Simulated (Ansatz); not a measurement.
# SiSn4Bi, from a guessed structure to a relaxed one, part 2 of 2

Starting from a made-up structure for SiSn4Bi, the aim is the relaxed cell, its shortest contacts and, where a second run follows, its electronic structure.

Ansatz 0.2.0; DFT, r2SCAN, plane-wave PAW, files of the set soft_1, scalar-relativistic, no spin, cell and ions relaxed at zero pressure; PAW set soft_1 (the session's first sound run).

So far: Set-up; Relaxation of the guess. The relaxed cell has a, b, c = 3.748, 7.767, 11.422 Å (conventional setting).

**3. Bands of the relaxed cell**

A second self-consistent run takes a narrower smearing and the mesh shown in its input; the bands follow along the standard path of the relaxed lattice.

This step: DFT, r2SCAN, plane-wave PAW, files of the set soft_1, scalar-relativistic, no spin, bands and density of states at the relaxed cell; PAW set soft_1 (Ansatz 0.2.0).

Input file input.yaml:

```yaml
crystal:
  lattice:
    - [-1.8741141859, 3.8835107436, 5.711126303]
    - [1.8741141859, -3.8835107436, 5.711126303]
    - [1.8741141859, 3.8835107436, -5.711126303]
  atoms:
    - { symbol: Bi, position: [0.0, 0.0, 0.0] }
    - { symbol: Sn, position: [0.8454796491, 0.6378045751, 0.2076750741] }
    - { symbol: Sn, position: [0.1545203509, 0.3621954249, 0.7923249259] }
    - { symbol: Sn, position: [0.569870499, 0.3621954249, 0.2076750741] }
    - { symbol: Sn, position: [0.430129501, 0.6378045751, 0.7923249259] }
    - { symbol: Si, position: [0.5, 0.0, 0.5] }
kpoints:
  mp_grid: { grid: [10, 10, 10] }
  band_path:
    path:
      - [[0.0, 0.0, 0.0], [-0.27692084, 0.27692084, 0.27692084], [-0.14251756, 0.14251756, 0.41132412], [0.0, 0.0, 0.5], [0.25, 0.25, 0.25], [0.0, 0.5, 0.0], [0.27692084, 0.72307916, -0.27692084], [0.5, 0.5, -0.5], [0.0, 0.0, 0.0], [0.36559672, -0.36559672, 0.36559672], [0.5, 0.0, 0.0], [0.25, 0.25, 0.25]]
      - [[0.14251756, -0.14251756, 0.58867588], [0.36559672, -0.36559672, 0.36559672]]
      - [[0.63440328, 0.36559672, -0.36559672], [0.5, 0.5, -0.5]]
    npoints: 6
scf:
  occupations: { method: fermi_dirac, width: 0.03 }
  n_extra_bands: 10
hamiltonian:
  xc: r2scan
  pseudopotentials: { kind: paw, azcp: { folder: soft_1 } }
output:
  forces: true
  stress: true
  write_bands: true
  dos: { projected: true }
  write_density: true
  write_potential: true
  elf: true
  volumetric_format: npy
```

The run is started by

```
$ ansatz run input.yaml --threads 4 --pin off --max-ram 10240MiB --backend cpu --events-out ev --progress --plain --runs-dir out
```

Numbers of over 12 decimals in the logs are rounded to 6 here.

The log of the run:

```text
[...]
Crystal: 6 atoms, lattice volume = 166.266 Å³
Basis set: ecut = 500 eV, 4185 PW (Γ), exchange–correlation on 216×216×216 points (64 copies of the dense FFT grid, shifted against one another)
Bands: 48, of which v1, the nominal top of the filled ones, is band 38 counted from 1 (37 counted from 0)
Symmetry: 8 space group operations
[...]
k-points: 171 of 1000
[...]
SCF iter   9: F=-37205.246927 eV  HF=-37205.246927 eV  |F-HF|=1.84e-8  |Δ(HF+E_count)|=   1.41e-7  Δρ=4.28e-6  dr2=4.35e-8  dr2_τ=6.69e-10  ethr=1.33e-10  ⟨swp⟩=16.4  Hψ=67121  notcnv=0
SCF 1 converged in 9 iterations: F = -37205.246927 eV  dr2 = 4.35e-8
[...]
NSCF: frozen V_eff on 81 k-points
SCF converged after 9 iterations
Free energy (F): -37205.246927 eV
[...]
Internal energy: -37205.239137 eV  (E = F + TS)
E sigma→0 (E₀):  -37205.243032 eV
Entropy (-TS):   -0.007789 eV (-1.298 meV/atom)
Fermi energy:    9.835979 eV
[...]
--- Forces (eV/Å), atoms counted from 1 ---
  atom   1  Bi     0.00000000     0.00000000    -0.00000000
  atom   2  Sn     0.00000000    -0.00014545    -0.04002885
  atom   3  Sn     0.00000000     0.00014545     0.04002885
  atom   4  Sn     0.00000000    -0.00014545     0.04002885
  atom   5  Sn     0.00000000     0.00014545    -0.04002885
  atom   6  Si     0.00000000     0.00000000    -0.00000000
  max |Σ_I F_I| component: 2.78e-17 eV/Å
--- Stress (GPa, compression-positive) ---
        0.081198      -0.000000       0.000000
       -0.000000      -0.103926       0.000000
        0.000000       0.000000      -0.018574
  P = ⅓ Tr σ = -0.0138 GPa (-0.138 kbar)
--- Band table (eV; the first three rows and the last of 171) ---
  k-point 0: bands = [... 34 lower, 9.1520, 11.1551, 11.2039, 11.6050, 11.6480, 11.6952, 11.8498, 11.8551, ... 6 higher]
  k-point 1: bands = [... 34 lower, 9.3784, 10.0234, 10.0661, 11.0506, 11.8271, 11.9052, 12.7804, 12.9454, ... 6 higher]
  k-point 2: bands = [... 34 lower, 8.2146, 8.3601, 9.2402, 11.7004, 11.8512, 12.1534, 12.1806, 12.7555, ... 6 higher]
  k-point 170: bands = [... 34 lower, 8.6846, 8.9297, 9.1868, 11.6143, 11.9594, 12.3314, 13.0427, 13.0675, ... 6 higher]
```

It took 35 s on 4 threads of Intel Xeon Platinum 8488C (Sapphire Rapids), shared host; peak memory 1.9 GiB; 2.3 min of CPU time.

Reading the cycles: dr2 is the Hartree energy of the density residual (eV), the measure of convergence; HF is the Harris–Foulkes estimate of the energy, which meets the free energy F at convergence.

This step gave:

```
free energy             : -37205.2469 eV
energy at zero smearing : -37205.2430 eV
smearing term TS        : 0.007789 eV
Fermi energy            : 9.836 eV
pressure                : -0.01377 GPa
```

bands.tsv at the labelled points (eV, zero at the Fermi level; the bands that come nearest the Fermi level along the path):

| point | band 35 | band 36 | band 37 | band 38 | band 39 | band 40 | band 41 | band 42 |
| --- | --- | --- | --- | --- | --- | --- | --- | --- |
| Γ | -0.68 | 1.32 | 1.37 | 1.77 | 1.81 | 1.86 | 2.01 | 2.02 |
| X | -2.38 | -1.30 | -1.12 | -0.94 | -0.56 | 1.08 | 1.19 | 1.74 |
| L | -2.34 | -2.17 | -1.58 | -0.70 | -0.37 | 0.51 | 0.60 | 1.89 |
| T | -2.48 | -2.06 | -1.92 | -1.38 | -0.76 | -0.21 | 1.83 | 2.00 |
| W | -2.23 | -1.94 | -1.87 | -0.39 | -0.29 | 0.00 | 1.44 | 1.54 |
| R | -2.30 | -1.60 | -1.34 | -0.47 | 0.33 | 1.17 | 1.66 | 2.22 |
| X1 | -2.38 | -1.30 | -1.12 | -0.94 | -0.56 | 1.08 | 1.19 | 1.74 |
| Z | -1.15 | -0.91 | -0.65 | 1.78 | 2.12 | 2.50 | 3.21 | 3.23 |
| Γ | -0.68 | 1.32 | 1.37 | 1.77 | 1.81 | 1.86 | 2.01 | 2.02 |
| Y | -0.99 | -0.97 | 0.17 | 0.90 | 1.15 | 2.41 | 2.76 | 3.58 |
| S | -0.97 | -0.67 | 0.51 | 1.23 | 1.95 | 2.33 | 2.71 | 3.04 |
| W | -2.23 | -1.94 | -1.87 | -0.39 | -0.29 | 0.00 | 1.44 | 1.54 |
| L1 | -2.34 | -2.17 | -1.58 | -0.70 | -0.37 | 0.51 | 0.60 | 1.89 |
| Y | -0.99 | -0.97 | 0.17 | 0.90 | 1.15 | 2.41 | 2.76 | 3.58 |
| Y1 | -0.99 | -0.97 | 0.17 | 0.90 | 1.15 | 2.41 | 2.76 | 3.58 |
| Z | -1.15 | -0.91 | -0.65 | 1.78 | 2.12 | 2.50 | 3.21 | 3.23 |

States per cell as run, both spins, in windows of 1 eV, from dos.tsv (zero at the Fermi level):

| from | to | total |
| --- | --- | --- |
| -8 | -7 | 2.58 |
| -7 | -6 | 1.67 |
| -6 | -5 | 1.61 |
| -5 | -4 | 1.15 |
| -4 | -3 | 2.95 |
| -3 | -2 | 2.96 |
| -2 | -1 | 3.24 |
| -1 | 0 | 3.25 |
| 0 | 1 | 2.65 |
| 1 | 2 | 3.61 |
| 2 | 3 | 3.33 |
| 3 | 4 | 3.59 |

Below -8 eV lie 55.6 more states.

Electrostatic potential energy in the ac plane of the cell as run, not the conventional one, at fractional y = 0.000, with atoms of Bi and Si within 0.2 Å of it. With pseudopotentials it is smooth inside the atoms' cores, unlike the true potential.

Values in eV, 11 rows by 16 columns, each cell a mean:
```
-33 -20   3  11  13  12  11  10   9   9  10  11  10  -2 -28 -34
 -3   7  12  13  13  13  11   9   8   9  11  12  10   4  -7 -11
 11  13  13  13  13  13  12  11  10  11  12  12  12  11  10  10
 12  12  12  13  13  13  12   9   5   5   8  11  12  12  11  11
 10  11  10  10  12  11   4 -13 -20 -21  -1  10  11   9   8   9
 10   8   8   9  11   7 -15 -16  -8 -19   3  11  10   8   8  10
 10   9   9  11  11   6  -8 -17 -10   4  11  12  11  11  11  11
 11  11  11  12  12  11   9   9  10  12  13  13  13  13  13  12
  8   7   9  11  12  12  11  10  10  11  12  13  13  13  13  11
-21 -21  -6   7  11  11   9   8   8  10  12  13  13  12   7  -7
-34 -33 -13   8  12  11  10   9  10  11  11  12  12   6 -17 -33
```
Columns run along a (7.2 Å; values clipped at the 3rd and 97th percentile), rows up along c (7.2 Å). Atoms in or near the plane, at fractional coordinates: Bi at (0.00, 0.00), Si at (0.50, 0.50).

Valence density in the ac plane of the cell as run, not the conventional one, at fractional y = 0.000, with atoms of Bi and Si within 0.2 Å of it. It is the smooth field of the valence electrons, not physical close to the nuclei.

Values in e/Å³, 11 rows by 16 columns, each cell a mean:
```
4.7 1.7 0.4 0.1 0.1 0.1 0.1 0.2 0.2 0.2 0.1 0.1 0.2 0.5 2.4 5.2
0.6 0.2 0.1 0.0 0.0 0.1 0.1 0.1 0.2 0.2 0.1 0.1 0.1 0.3 0.7 1.0
0.1 0.1 0.0 0.0 0.0 0.1 0.1 0.1 0.2 0.1 0.1 0.1 0.1 0.1 0.2 0.2
0.1 0.1 0.1 0.1 0.1 0.1 0.1 0.2 0.3 0.3 0.2 0.1 0.1 0.1 0.1 0.1
0.1 0.1 0.1 0.1 0.1 0.1 0.3 0.3 0.3 0.3 0.3 0.2 0.1 0.2 0.2 0.2
0.2 0.2 0.2 0.2 0.2 0.2 0.3 0.2 0.2 0.3 0.3 0.2 0.1 0.2 0.2 0.2
0.1 0.2 0.1 0.1 0.1 0.2 0.3 0.3 0.3 0.3 0.1 0.1 0.1 0.1 0.1 0.1
0.1 0.1 0.1 0.1 0.1 0.1 0.2 0.2 0.2 0.1 0.1 0.1 0.0 0.0 0.1 0.1
0.2 0.2 0.2 0.1 0.1 0.1 0.1 0.2 0.1 0.1 0.1 0.0 0.0 0.0 0.1 0.1
1.9 1.7 0.7 0.2 0.1 0.1 0.1 0.2 0.2 0.1 0.1 0.0 0.0 0.1 0.2 0.8
7.0 4.2 1.0 0.2 0.1 0.1 0.1 0.2 0.2 0.1 0.1 0.1 0.1 0.3 1.4 4.9
```
Columns run along a (7.2 Å), rows up along c (7.2 Å). Atoms in or near the plane, at fractional coordinates: Bi at (0.00, 0.00), Si at (0.50, 0.50).

ELF in the ac plane of the cell as run, not the conventional one, at fractional y = 0.000, with atoms of Bi and Si within 0.2 Å of it. It is the smooth field of the valence electrons, not physical close to the nuclei.

Ten even steps from '_' (0.04) to '@' (0.72), each cell a mean:
```
..--++++==::::--==++++++==----==++++--..
--++**++::....::==++++====----==++++==--
++**++--____..::========--::::--==++++++
++==::______..::========--::....--==++++
--::________..::--======--::____..--====
::..________..::--++**##**==..__..::----
--::::..::....--++%%@@@@%%##==::::::----
==--------::--++%%@@@@%%@@%%**------====
++++======--++%%@@##****%%@@##========++
++++++======##@@%%##@@**@@@@**======++++
++++======++%%@@##**####@@%%++======++++
++====----++%%@@%%##%%@@%%++----========
====--::::--**%%@@@@@@%%++--::::::::::--
----::......--**%%%%##++--............::
------::____..--++++==--::..________..::
++++==--::__..::--======--::________::==
++++++==--::..::--======--..______--++++
====++++==--::--====++==--::____::++**++
..::==++++----====++++++--::..::==**++--
::..==++++----==++++++++==--::--++++--..
```
Columns run along a (7.2 Å), rows up along c (7.2 Å). Atoms in or near the plane, at fractional coordinates: Bi at (0.00, 0.00), Si at (0.50, 0.50).

**4. Results**

* space group, relaxed: Immm
* conventional cell: a = 3.748, b = 7.767, c = 11.422 Å; α = 90.0°, β = 90.0°, γ = 90.0°
* volume per atom: 27.71 Å³ (guess 25.45)

**Reading.** SiSn4Bi relaxes to Immm with a = 3.748, b = 7.767 and c = 11.422 Å. The guessed volume was 8 % too small. The space group Immm was held in the relaxation, so the end point is a stationary structure within it and may be a saddle against distortions or other arrangements. Bands cross the Fermi level, so it is a metal or semimetal at this level. The electron count is odd, which forces that without spin polarisation or a larger cell. On the 10×10×10 mesh with the narrower smearing (relaxed on 8×8×8) the largest force component is 0.040 eV/Å and the largest stress component is 0.104 GPa, against the relaxation's thresholds of 0.015 eV/Å and 0.05 GPa. The cutoff wasn't tested. Spin-orbit coupling is left out, which can matter for elements this heavy. No dispersion term is used, so weakly bound directions may come out too long. Nothing here tests whether the compound is stable against decomposition.

[Logs are printed without paths, hosts, clocks, repeated set-up lines and the standing remarks that a program may print on its own settings, such as how far it seeks lower states.]

[Hosts, paths, dates, database ids (printed as entryN), source tags and the programs' standing remarks are cut or masked in the printed files.]
